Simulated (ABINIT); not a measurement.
Computed results, one entry a study.

**K2NaScF6 (Fm-3m): G0W0 with ABINIT, start to end**

Symmetry: Fm-3m, No. 225, cubic system. Conventional cell: a = 8.472 Å, b = 8.472 Å, c = 8.472 Å, α = 90.00°, β = 90.00°, γ = 90.00°. Nearest to K lie 12 F at 3.00 Å. Na has 6 F at 2.25 Å nearest. Sc has 6 F at 1.98 Å nearest. Nearest to F lie 1 Sc at 1.98 Å and 1 Na at 2.25 Å and 4 K at 3.00 Å. Farther neighbours, and contacts between anions beyond the nearest, are not listed.

```
K Na Sc F
1.0
     0.00000    4.23585    4.23585
     4.23585    0.00000    4.23585
     4.23585    4.23585    0.00000
K Na Sc F
2 1 1 6
Direct
  0.25000 0.25000 0.25000
  0.75000 0.75000 0.75000
  0.50000 0.50000 0.50000
  0.00000 0.00000 0.00000
  0.76580 0.23420 0.23420
  0.23420 0.76580 0.23420
  0.23420 0.76580 0.76580
  0.76580 0.23420 0.76580
  0.23420 0.23420 0.76580
  0.76580 0.76580 0.23420
```

- method: RPA screening on LDA, plane waves, norm-conserving pseudopotentials (and 2 further levels or steps)
- program: ABINIT 10.8.3
- settings: cutoff 38 Ha, PseudoDojo scalar-relativistic 0.4.1 standard, norm-conserving, ngkpt (2, 2, 2), nband 225, ecuteps 4.8 Ha, inclvkb 2, shiftk (0, 0, 0), symchi 1, awtr 1, frequency ppm, 2×2×2 k-mesh
- notes: The program’s warnings: nproc spkpt=  >= nkpt= * nsppol=. The cell and positions come from the Crystallography Open Database and are kept as given unless a step says otherwise. The 2×2×2 mesh is coarse for this cell, which bears on the long-range parts of exchange and screening.
- LDA gap: 6.65 eV, direct
- G0W0 gap on the mesh: 10.41 eV
- GW settings: 2×2×2 mesh, 225 bands, screening to 130.6 eV, Godby-Needs plasmon pole
- known limits: short of the basis limit; coarse k mesh

G0W0 moves the gap on the mesh from 6.65 eV to 10.41 eV (+3.76 eV), with Z of 0.81 and 0.90 at the edges. Local fields lower the RPA ε∞ on this mesh from 2.27 to 2.06; a Γ-centred mesh this coarse tends to raise both, most where the direct gap is narrow, while a short band sum lowers them.

[Long decimals in the printed logs are rounded to 6 places.]

[Logs are printed without paths, hosts, clocks, repeated set-up lines and the standing remarks that a program may print on its own settings, such as how far it seeks lower states.]

[Paths, hosts, dates, memory and timing lines, banners, echoed tables and standing remarks are left out of the program output; an Ansatz launch command may be rebuilt from the run's recorded settings. Measured values are a selection of at most five: reports struck by readers or far from the other reports are left out. None is set beside runs whose start may be inverted or whose files or cutoffs have a known fault.]

[Runs of the session that timed out or met a known fault of the program may be left out.]

[Hosts, paths, dates, database ids (printed as entryN), source tags and the programs' standing remarks are cut or masked in the printed files.]

[G0W0 gaps are taken among the corrected bands and points alone; a level outside them can change the order at an edge.]

[Where Ansatz stands beside ABINIT at settings called matched, ABINIT's density can come from a denser mesh and the files from another edition; pairs whose starting gaps differed by over 0.03 eV were left out, so agreement reads better than it is.]
